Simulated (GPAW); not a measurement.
# Settings that the conductance of a Li chain with one S atom in line needs, part 2 of 4

Wanted: a convergence study of zero-bias transport through a Li chain with one S atom in line, with run times.

GPAW 26.7.0; GPAW LCAO, PAW setups; Landauer transmission from Green's functions with principal layers (ASE), zero bias.

So far, transmission at the Fermi level (one spin): step 2 (the reference run) 0.00882; step 3 (smearing 0.01 eV) 0.0100; step 4 (smearing 0.03 eV) 0.0102; step 5 (smearing 0.2 eV) 0.00727; step 6 (smearing 0.4 eV) 0.00637. Also open channels of the lead at the Fermi level (one spin): 1 in steps 2, 3 and 4.

### Step 8. Varying the broadening: eta = 1e-06

The broadening keeps the Green's functions finite; too large a value absorbs electrons where channels are open and leaks them where none are.

This step: GPAW LCAO, PAW setups; Landauer transmission from Green's functions with principal layers (ASE), zero bias (GPAW 26.7.0).

Contents of run.py:

```python
import json
import numpy as np
from ase import Atoms
from ase.transport.calculators import TransportCalculator
from gpaw import GPAW, FermiDirac
from gpaw.lcao.tools import get_lcao_hamiltonian
from scipy.linalg import eigh

# The junction with lead layers at both ends, along the third cell vector
device = Atoms(
    ['Li', 'Li', 'Li', 'Li', 'Li', 'S', 'Li', 'Li', 'Li', 'Li', 'Li'],
    positions=[
        [4.50000, 4.50000, 1.47500],
        [4.50000, 4.50000, 4.42500],
        [4.50000, 4.50000, 7.37500],
        [4.50000, 4.50000, 10.32500],
        [4.50000, 4.50000, 13.27500],
        [4.50000, 4.50000, 15.60600],
        [4.50000, 4.50000, 17.93700],
        [4.50000, 4.50000, 20.88700],
        [4.50000, 4.50000, 23.83700],
        [4.50000, 4.50000, 26.78700],
        [4.50000, 4.50000, 29.73700]],
    cell=[[9.0, 0.0, 0.0], [0.0, 9.0, 0.0], [0.0, 0.0, 31.212]],
    pbc=True)

# One principal layer of the lead: the first 3 atoms of the device
lead = Atoms(
    ['Li', 'Li', 'Li'],
    positions=[
        [4.50000, 4.50000, 1.47500],
        [4.50000, 4.50000, 4.42500],
        [4.50000, 4.50000, 7.37500]],
    cell=[[9.0, 0.0, 0.0], [0.0, 9.0, 0.0], [0.0, 0.0, 8.85]],
    pbc=True)

settings = dict(mode='lcao', basis='szp(dzp)', xc='LDA', h=0.2,
                occupations=FermiDirac(0.1), maxiter=250,
                mixer=dict(beta=0.1, nmaxold=8, weight=100.0),
                convergence=dict(density=0.0001))
energies = np.arange(-2, 2 + 1e-9, 0.05)
eta = 1e-06
n1, n2 = 1, 1
# k and -k transmit alike, so half of the mesh across the current serves
mesh = [(i, j) for i in range(n1) for j in range(n2) if (i, j) <= (-i % n1, -j % n2)]
weights = np.array([1 if (i, j) == (-i % n1, -j % n2) else 2 for i, j in mesh]) / (n1 * n2)

# [... helper functions left out ...]
fermi_lead = ground_state(lead, (1, 1, 13), 'lead.txt')
fermi_device = ground_state(device, (1, 1, 3), 'device.txt')
# [... loop over the mesh left out, but for ...]
        # Shift the lead onto the potential of the device's first layer
        shift = ((H[:, 0, 0] - H0[:, 0, 0]) / S0[0, 0]).real.mean()
# [...]
kT = 8.617333e-5 * 200
bias = [0.1, 0.2, 0.5, 1.0, 1.5, 2.0]
# [... integrals and printing left out ...]
```

The run is started by

```console
> OMP_NUM_THREADS=1 OPENBLAS_NUM_THREADS=1 python run.py
```

The program printed:

```text
basis functions: device 49, principal layer 12
Fermi level: lead -2.8598 eV, device -2.9192 eV; lead shifted by 0.0013 eV
largest coupling past the next layer 5.67e-09 eV, largest misfit of the first layer 0.031 eV
  E-E_F (eV)   T (one spin)  channels
    -2.000    4.8103e-24    0.0000
    -1.950    5.0537e-24    0.0000
    -1.900    5.4339e-24    0.0000
    -1.850    6.0407e-24    0.0000
    -1.800    7.0574e-24    0.0000
    -1.750    8.9172e-24    0.0000
    -1.700    1.2890e-23    0.0000
    -1.650    2.4394e-23    0.0000
    -1.600    9.9655e-23    0.0000
    -1.550    7.2388e-22    0.0000
    -1.500    2.0092e-23    0.0000
    -1.450    4.2155e-24    0.0000
    -1.400    1.1195e-24    0.0000
    -1.350    3.8225e-26    0.0000
    -1.300   -5.3657e-25    0.0000
    -1.250   -8.9500e-25    0.0000
[...]
1.650    5.0878e-03    1.0000
     1.700    5.1689e-03    1.0000
     1.750    5.2158e-03    1.0000
     1.800    5.2122e-03    1.0000
     1.850    5.1375e-03    1.0000
     1.900    4.9669e-03    1.0000
     1.950    4.6701e-03    1.0000
     2.000    4.2109e-03    1.0000
conductance at 200 K: 0.0088336 G0 a cell; thermopower 7.407 uV/K
current from the zero-bias T(E) at 0.1 V: 0.068425 uA
current from the zero-bias T(E) at 0.2 V: 0.13671 uA
current from the zero-bias T(E) at 0.5 V: 0.33614 uA
current from the zero-bias T(E) at 1.0 V: 0.59874 uA
current from the zero-bias T(E) at 1.5 V: 0.73023 uA
current from the zero-bias T(E) at 2.0 V: 0.81167 uA
```

It took 22 s on 1 thread of Arm Neoverse V1, shared host; peak memory 0.91 GiB.

Numbers from this step:

| Item | Value |
| --- | --- |
| conductance | 0.008834 G₀ |
| thermopower | 7.407 μV/K |
| largest coupling past the next principal layer | 5.67e-9 eV |
| largest misfit of the first principal layer | 0.03105 eV |
| shift that aligns the lead | 0.001288 eV |
| transmission at the Fermi level (one spin) | 0.008841 |

One spin. Transmission, zone mean against energy, zero at the Fermi level:

energy (eV), transmission, zone mean and a bar:
```
    -2.00     0.0000 
    -1.85     0.0000 
    -1.70     0.0000 
    -1.60     0.0000 
    -1.45     0.0000 
    -1.30     0.0000 
    -1.15     0.0000 
    -1.05     0.0000 
    -0.90     0.0000 
    -0.75     0.0000 
    -0.60     0.0028 ########
    -0.50     0.0055 ###############
    -0.35     0.0090 #########################
    -0.20     0.0107 ##############################
    -0.05     0.0095 ###########################
     0.00     0.0088 #########################
     0.05     0.0082 #######################
     0.20     0.0064 ##################
     0.35     0.0054 ###############
     0.50     0.0048 #############
     0.60     0.0045 #############
     0.75     0.0043 ############
     0.90     0.0042 ############
     1.05     0.0041 ############
     1.15     0.0042 ############
     1.30     0.0044 ############
     1.45     0.0046 #############
     1.60     0.0050 ##############
     1.70     0.0052 ###############
     1.75     0.0052 ###############
     1.85     0.0051 ##############
     2.00     0.0042 ############
```

Crossings of the lead's bands, unfolded to its shortest repeat. Table of open channels, zone mean by energy, zero at the Fermi level:

```
energy (eV)  open channels, zone mean
      -2.00                         0
      -1.85                         0
      -1.70                         0
      -1.60                         0
      -1.45                         0
      -1.30                         0
      -1.15                         0
      -1.05                         0
      -0.90                         0
      -0.75                         0
      -0.60                         1
      -0.50                         1
      -0.35                         1
      -0.20                         1
      -0.05                         1
       0.00                         1
       0.05                         1
       0.20                         1
       0.35                         1
       0.50                         1
       0.60                         1
       0.75                         1
       0.90                         1
       1.05                         1
       1.15                         1
       1.30                         1
       1.45                         1
       1.60                         1
       1.70                         1
       1.85                         1
       2.00                         1
```

Not self-consistent under bias; the bias window is split evenly. Table of current through one cell, from the zero-bias transmission by bias:

| bias (V) | current through one cell, from the zero-bias transmission (μA) |
| --- | --- |
| 0.100 | 0.0684 |
| 0.200 | 0.137 |
| 0.500 | 0.336 |
| 1.000 | 0.599 |
| 1.500 | 0.730 |
| 2.000 | 0.812 |

The conductance, 0.00883 G₀, lies 0.2 % above that of the base run.

### Step 9. Broadening: eta = 0.001

Edit run.py of step 8 so:

```diff
@@ -41,3 +41,3 @@
 energies = np.arange(-2, 2 + 1e-9, 0.05)
-eta = 1e-06
+eta = 0.001
 n1, n2 = 1, 1
```

The program printed:

```text
basis functions: device 49, principal layer 12
Fermi level: lead -2.8598 eV, device -2.9192 eV; lead shifted by 0.0013 eV
largest coupling past the next layer 5.67e-09 eV, largest misfit of the first layer 0.031 eV
  E-E_F (eV)   T (one spin)  channels
    -2.000    4.8103e-18    0.0000
    -1.950    5.0536e-18    0.0000
    -1.900    5.4339e-18    0.0000
    -1.850    6.0406e-18    0.0000
    -1.800    7.0573e-18    0.0000
    -1.750    8.9169e-18    0.0000
    -1.700    1.2889e-17    0.0000
    -1.650    2.4391e-17    0.0000
    -1.600    9.9586e-17    0.0000
    -1.550    7.1900e-16    0.0000
    -1.500    2.0087e-17    0.0000
    -1.450    4.2151e-18    0.0000
    -1.400    1.1194e-18    0.0000
    -1.350    3.8198e-20    0.0000
    -1.300   -5.3657e-19    0.0000
    -1.250   -8.9498e-19    0.0000
[...]
1.650    5.0281e-03    1.0000
     1.700    5.1076e-03    1.0000
     1.750    5.1530e-03    1.0000
     1.800    5.1481e-03    1.0000
     1.850    5.0725e-03    1.0000
     1.900    4.9016e-03    1.0000
     1.950    4.6055e-03    1.0000
     2.000    4.1484e-03    1.0000
conductance at 200 K: 0.0086499 G0 a cell; thermopower 7.305 uV/K
current from the zero-bias T(E) at 0.1 V: 0.066999 uA
current from the zero-bias T(E) at 0.2 V: 0.13384 uA
current from the zero-bias T(E) at 0.5 V: 0.32888 uA
current from the zero-bias T(E) at 1.0 V: 0.58508 uA
current from the zero-bias T(E) at 1.5 V: 0.71349 uA
current from the zero-bias T(E) at 2.0 V: 0.79386 uA
```

Run time: 22 s. Hardware: 1 thread; peak memory 0.91 GiB.

Numbers from this step:

```
conductance                                : 0.008650 G₀
thermopower                                : 7.305 μV/K
transmission at the Fermi level (one spin) : 0.008657
```

One spin. The transmission, zone mean by energy, zero at the Fermi level:

energy (eV), transmission, zone mean and a bar:
```
   -2.000     0.0000 
   -1.800     0.0000 
   -1.600     0.0000 
   -1.400     0.0000 
   -1.200     0.0000 
   -1.000     0.0000 
   -0.800     0.0000 
   -0.600     0.0027 ########
   -0.400     0.0076 ######################
   -0.200     0.0104 ##############################
    0.000     0.0087 #########################
    0.200     0.0063 ##################
    0.400     0.0050 ###############
    0.600     0.0045 #############
    0.800     0.0042 ############
    1.000     0.0041 ############
    1.200     0.0042 ############
    1.400     0.0045 #############
    1.600     0.0049 ##############
    1.750     0.0052 ###############
    1.800     0.0051 ###############
    2.000     0.0041 ############
```

Crossings of the lead's bands, unfolded to its shortest repeat. Open channels, zone mean against energy, zero at the Fermi level:

energy (eV), open channels, zone mean and a bar:
```
    -2.00       0.00 
    -1.85       0.00 
    -1.70       0.00 
    -1.60       0.00 
    -1.45       0.00 
    -1.30       0.00 
    -1.15       0.00 
    -1.05       0.00 
    -0.90       0.00 
    -0.75       0.00 
    -0.60       1.00 ##############################
    -0.50       1.00 ##############################
    -0.35       1.00 ##############################
    -0.20       1.00 ##############################
    -0.05       1.00 ##############################
     0.00       1.00 ##############################
     0.05       1.00 ##############################
     0.20       1.00 ##############################
     0.35       1.00 ##############################
     0.50       1.00 ##############################
     0.60       1.00 ##############################
     0.75       1.00 ##############################
     0.90       1.00 ##############################
     1.05       1.00 ##############################
     1.15       1.00 ##############################
     1.30       1.00 ##############################
     1.45       1.00 ##############################
     1.60       1.00 ##############################
     1.70       1.00 ##############################
     1.85       1.00 ##############################
     2.00       1.00 ##############################
```

Not self-consistent under bias; the bias window is split evenly. Table of current through one cell, from the zero-bias transmission by bias:

```csv
bias (V),"current through one cell, from the zero-bias transmission (μA)"
0.100,0.0670
0.200,0.134
0.500,0.329
1.000,0.585
1.500,0.713
2.000,0.794
```

The conductance, 0.00865 G₀, lies 1.9 % below that of the base run.

### Step 10. Broadening: eta = 0.01

Edit run.py of step 9 so:

```diff
@@ -41,3 +41,3 @@
 energies = np.arange(-2, 2 + 1e-9, 0.05)
-eta = 0.001
+eta = 0.01
 n1, n2 = 1, 1
```

The program printed:

```text
basis functions: device 49, principal layer 12
Fermi level: lead -2.8598 eV, device -2.9192 eV; lead shifted by 0.0013 eV
largest coupling past the next layer 5.67e-09 eV, largest misfit of the first layer 0.031 eV
  E-E_F (eV)   T (one spin)  channels
    -2.000    4.8087e-16    0.0000
    -1.950    5.0513e-16    0.0000
    -1.900    5.4303e-16    0.0000
[...]
1.950    4.0647e-03    1.0000
     2.000    3.6285e-03    1.0000
conductance at 200 K: 0.0071584 G0 a cell; thermopower 6.391 uV/K
current from the zero-bias T(E) at 0.1 V: 0.055427 uA
current from the zero-bias T(E) at 0.2 V: 0.11062 uA
current from the zero-bias T(E) at 0.5 V: 0.27029 uA
current from the zero-bias T(E) at 1.0 V: 0.47606 uA
current from the zero-bias T(E) at 1.5 V: 0.58033 uA
current from the zero-bias T(E) at 2.0 V: 0.65166 uA
```

Run time: 22 s. Hardware: 1 thread; peak memory 0.91 GiB.

The conductance, 0.00716 G₀, lies 19 % below that of the base run.

### Step 11. Varying the broadening: eta = 0.05

Edit run.py of step 10 so:

```diff
@@ -41,3 +41,3 @@
 energies = np.arange(-2, 2 + 1e-9, 0.05)
-eta = 0.01
+eta = 0.05
 n1, n2 = 1, 1
```

The program printed:

```text
basis functions: device 49, principal layer 12
Fermi level: lead -2.8598 eV, device -2.9192 eV; lead shifted by 0.0013 eV
largest coupling past the next layer 5.67e-09 eV, largest misfit of the first layer 0.031 eV
  E-E_F (eV)   T (one spin)  channels
    -2.000    1.1926e-14    0.0000
    -1.950    1.2489e-14    0.0000
    -1.900    1.3362e-14    0.0000
[...]
1.950    2.3641e-03    1.0000
     2.000    2.0432e-03    1.0000
conductance at 200 K: 0.0030924 G0 a cell; thermopower 2.526 uV/K
current from the zero-bias T(E) at 0.1 V: 0.023919 uA
current from the zero-bias T(E) at 0.2 V: 0.047585 uA
current from the zero-bias T(E) at 0.5 V: 0.11427 uA
current from the zero-bias T(E) at 1.0 V: 0.19651 uA
current from the zero-bias T(E) at 1.5 V: 0.24465 uA
current from the zero-bias T(E) at 2.0 V: 0.28662 uA
```

It took 22 s on 1 thread; peak memory 0.91 GiB.

One spin. The transmission, zone mean by energy, zero at the Fermi level:

energy (eV), transmission, zone mean and a bar:
```
   -2.000    0.00000 
   -1.800    0.00000 
   -1.600    0.00000 
   -1.400    0.00000 
   -1.200    0.00000 
   -1.000    0.00000 
   -0.800    0.00000 
   -0.600    0.00030 ###
   -0.400    0.00169 ################
   -0.200    0.00299 ############################
   -0.100    0.00319 ##############################
    0.000    0.00310 #############################
    0.200    0.00266 #########################
    0.400    0.00234 ######################
    0.600    0.00220 #####################
    0.800    0.00216 ####################
    1.000    0.00219 #####################
    1.200    0.00231 ######################
    1.400    0.00252 ########################
    1.600    0.00278 ##########################
    1.750    0.00286 ###########################
    1.800    0.00282 ###########################
    2.000    0.00204 ###################
```

The conductance, 0.00309 G₀, lies 65 % below that of the base run.

### Step 12. Convergence in the broadening

The runs and the base run on one axis.

This step: convergence of the conductance (GPAW 26.7.0).

The conductance by log10 of the broadening in eV:

```csv
log10 of the broadening in eV,conductance (G₀)
-6.00,0.00883
-4.00,0.00882
-3.00,0.00865
-2.00,0.00716
-1.30,0.00309
```

### Step 13. Varying the k-points along the junction cell: kz = 1

The junction cell repeats along the current in the SCF; more points there keep its states from feeling the period.

This step: GPAW LCAO, PAW setups; Landauer transmission from Green's functions with principal layers (ASE), zero bias (GPAW 26.7.0).

Edit run.py of step 11 so:

```diff
@@ -41,3 +41,3 @@
 energies = np.arange(-2, 2 + 1e-9, 0.05)
-eta = 0.05
+eta = 0.0001
 n1, n2 = 1, 1
@@ -49,3 +49,3 @@
 fermi_lead = ground_state(lead, (1, 1, 13), 'lead.txt')
-fermi_device = ground_state(device, (1, 1, 3), 'device.txt')
+fermi_device = ground_state(device, (1, 1, 1), 'device.txt')
 # [... loop over the mesh left out, but for ...]
```

The program printed:

```text
basis functions: device 49, principal layer 12
Fermi level: lead -2.8598 eV, device -2.9226 eV; lead shifted by 0.0054 eV
largest coupling past the next layer 5.67e-09 eV, largest misfit of the first layer 0.031 eV
  E-E_F (eV)   T (one spin)  channels
    -2.000    4.8208e-20    0.0000
    -1.950    5.0627e-20    0.0000
    -1.900    5.4402e-20    0.0000
    -1.850    6.0418e-20    0.0000
    -1.800    7.0477e-20    0.0000
    -1.750    8.8815e-20    0.0000
    -1.700    1.2777e-19    0.0000
    -1.650    2.3928e-19    0.0000
    -1.600    9.4126e-19    0.0000
    -1.550    9.1351e-18    0.0000
    -1.500    2.1158e-19    0.0000
    -1.450    4.3724e-20    0.0000
    -1.400    1.1741e-20    0.0000
    -1.350    7.5095e-22    0.0000
    -1.300   -5.0049e-21    0.0000
    -1.250   -8.6782e-21    0.0000
[...]
1.650    5.0935e-03    1.0000
     1.700    5.1779e-03    1.0000
     1.750    5.2291e-03    1.0000
     1.800    5.2310e-03    1.0000
     1.850    5.1632e-03    1.0000
     1.900    5.0010e-03    1.0000
     1.950    4.7147e-03    1.0000
     2.000    4.2683e-03    1.0000
conductance at 200 K: 0.0088834 G0 a cell; thermopower 7.458 uV/K
current from the zero-bias T(E) at 0.1 V: 0.068805 uA
current from the zero-bias T(E) at 0.2 V: 0.13743 uA
current from the zero-bias T(E) at 0.5 V: 0.33733 uA
current from the zero-bias T(E) at 1.0 V: 0.59795 uA
current from the zero-bias T(E) at 1.5 V: 0.72774 uA
current from the zero-bias T(E) at 2.0 V: 0.80927 uA
```

It took 21 s on 1 thread; peak memory 0.91 GiB.

Numbers from this step:

```yaml
conductance: 0.008883 G₀
thermopower: 7.458 μV/K
largest_misfit_of_the_first_principal_layer: 0.03137 eV
shift_that_aligns_the_lead: 0.005441 eV
transmission_at_the_fermi_level_one_spin: 0.008892
```

One spin. Table of transmission, zone mean by energy, zero at the Fermi level:

energy (eV), transmission, zone mean and a bar:
```
   -2.000     0.0000 
   -1.800     0.0000 
   -1.600     0.0000 
   -1.400     0.0000 
   -1.200     0.0000 
   -1.000     0.0000 
   -0.800     0.0000 
   -0.600     0.0027 ########
   -0.400     0.0077 ######################
   -0.200     0.0107 ##############################
    0.000     0.0089 #########################
    0.200     0.0064 ##################
    0.400     0.0051 ##############
    0.600     0.0045 #############
    0.800     0.0042 ############
    1.000     0.0042 ############
    1.200     0.0042 ############
    1.400     0.0045 #############
    1.600     0.0050 ##############
    1.800     0.0052 ###############
    2.000     0.0043 ############
```

Crossings of the lead's bands, unfolded to its shortest repeat. Open channels, zone mean against energy, zero at the Fermi level:

```csv
energy (eV),"open channels, zone mean"
-0.800,0
-0.600,1
-0.400,1
-0.200,1
0.000,1
0.200,1
0.400,1
0.600,1
0.800,1
1.000,1
1.200,1
1.400,1
1.600,1
1.800,1
2.000,1
```

Not self-consistent under bias; the bias window is split evenly. The current through one cell, from the zero-bias transmission by bias:

```csv
bias (V),"current through one cell, from the zero-bias transmission (μA)"
0.100,0.0688
0.200,0.137
0.500,0.337
1.000,0.598
1.500,0.728
2.000,0.809
```

The conductance, 0.00888 G₀, lies 0.8 % above that of the base run.

(Continued in part 3 of 4.)

[Logs are printed without paths, hosts, clocks, repeated set-up lines and the standing remarks that a program may print on its own settings, such as how far it seeks lower states.]

[Hosts, paths, dates, database ids (printed as entryN), source tags and the programs' standing remarks are cut or masked in the printed files.]
